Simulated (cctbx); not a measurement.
# Solving a structure by charge flipping

Cell a = 5.0790 Å, b = 5.0790 Å, c = 8.0960 Å, α = 90.00°, β = 90.00°, γ = 120.00°; space group P6_3/mmc (no. 194); content Pt6 Ta4 Ge2.

The data are simulated with cctbx, not measured: Mo Kα, λ = 0.71073 Å, to d = 0.84 Å, 95 % of the full sphere, strongest reflection 70000 counts, noise from counting, a 4 % proportional error and a noise floor of 4 counts (s.d.); no absorption, and some extinction, which the refinements don't model.

Charge flipping in P1 on normalised amplitudes to 0.84 Å, δ = 1 σ, 10 % of the reflections treated as weak, 150 cycles:

```text
cycle      R  skewness
    0  0.595     0.40
   12  0.479     2.94
   24  0.438     2.85
   36  0.440     2.76
   48  0.444     2.61
   60  0.440     2.71
   72  0.411     2.76
   84  0.435     2.53
   96  0.459     2.73
  108  0.428     2.64
  120  0.441     2.52
  132  0.454     2.63
  144  0.448     2.74
origin shift          correlation  skewness
-0.009  0.767  0.447      0.941      4.08
 0.652  0.096  0.444      0.888      3.06
 0.502  0.753  0.437      0.888      2.94
 0.135  0.070  0.472      0.886      3.96
taken: symmetry correlation 0.941, skewness 4.08
peak      x       y       z  mult  height/sigma
Q1    0.3333  0.6667  0.5720    4     10.3
Q2    0.1775  0.3551  0.2500    6      8.8
Q3    0.0000  0.0000  0.0000    2      5.9
Q4    0.0000  0.0000  0.2500    2      1.8
Q5    0.1411  0.2821  0.0788   12      1.6
Q6    0.3333  0.6667  0.2500    2      1.3
Q7    0.0475  0.5237  0.2500    6      1.1
Q8    0.1249  0.2497  0.6925   12      1.1
```

The origin is taken among those within 0.04 of the best correlation, by the skewness of the map.

It took 0.48 s on 1 thread of Arm Neoverse V2, on a shared host, peak memory 0.07 GiB.

Q: Assign the peaks.

Heights follow Z only loosely here, so the multiplicities, which must add up to the content, decide. First model: Q1 = Ta1 (4 in the cell, height 10.3), Q2 = Pt1 (6 in the cell, height 8.8) and Q3 = Ge1 (2 in the cell, height 5.9). Against the true structure, Q1 is Ta, Q2 is Pt and Q3 is Ge; the other peaks are not atoms.

Least squares on F², isotropic:

```text
Rint 0.031, 78 unique reflections to 0.85 A
cycle     R1     wR2    GooF  max shift (A)
   1  0.1122  0.3499  25.618   0.04915
   2  0.0116  0.0358   2.622   0.00001
final R1 0.0116 wR2 0.0358 GooF 2.622  parameters 5  data/parameter 15.6
atom        x        y        z      Ueq    occ   su(xyz)  su(Uiso or U11)
Ta1    0.33333  0.66667  0.56593   0.0055  1.000  0.00007  0.0003
Pt1    0.17702  0.35403  0.25000   0.0091  1.000  0.00009  0.0003
Ge1    0.00000  0.00000  0.00000   0.0067  1.000  0.00000  0.0005
difference map: max 1.45 min -1.50 rms 0.33
Q1    0.0637  0.3610  0.2500   12    1.54  0.59 A from Pt1
Q2    0.3333  0.6667  0.6743    4    0.74  0.88 A from Ta1
Q3    0.2424  0.4848  0.1219   12    0.65  1.19 A from Pt1
Q4    0.2206  0.4412  0.7500    6    0.64  1.78 A from Pt1
Q5    0.2644  0.5288  0.2500    6    0.52  0.77 A from Pt1
```

Anisotropic refinement:

```text
Rint 0.031, 78 unique reflections to 0.85 A
cycle     R1     wR2    GooF  max shift (A)
   1  0.0116  0.0359   2.700   0.00054
   2  0.0076  0.0151   1.136   0.00000
final R1 0.0076 wR2 0.0151 GooF 1.136  parameters 9  data/parameter 8.7
atom        x        y        z      Ueq    occ   su(xyz)  su(Uiso or U11)
Ta1    0.33333  0.66667  0.56600   0.0055  1.000  0.00003  0.0002
Pt1    0.17701  0.35402  0.25000   0.0091  1.000  0.00004  0.0002
Ge1    0.00000  0.00000  0.00000   0.0065  1.000  0.00000  0.0003
difference map: max 0.50 min -1.60 rms 0.28
Q1    0.0906  0.1813  0.7500    6    0.51  1.35 A from Pt1
Q2    0.1015  0.4039  0.7500   12    0.51  1.30 A from Pt1
Q3    0.1885  0.3769  0.1518   12    0.47  0.80 A from Pt1
Q4    0.1798  0.5899  0.0601   12    0.44  1.22 A from Ta1
Q5    0.9873  0.1923  0.1018   24    0.39  1.30 A from Ge1
Q6    0.3333  0.6667  0.6721    4    0.39  0.86 A from Ta1
```

**Reading.** The refinement ends at R1 = 0.0076, wR2 = 0.0151, GooF = 1.14, with difference density between -1.60 and 0.50 e/Å³. Every site matches the true model in element, within 0.001 Å r.m.s., up to an allowed shift of origin.

True model:

```
atom  mult.       x       y       z  Ueq (Å²)
 Pt1      6  0.3540  0.1770     1/4    0.0093
 Ta1      4     2/3     1/3  0.5660    0.0056
 Ge1      2       0       0     1/2    0.0067
```

The model was made for the exercise: a known structure type with other elements put in, its volume estimated, not relaxed; displacement parameters are assumed.

[Middle refinement cycles are left out of these outputs.]

[Logs are printed without paths, hosts, clocks, repeated set-up lines and the standing remarks that a program may print on its own settings, such as how far it seeks lower states.]
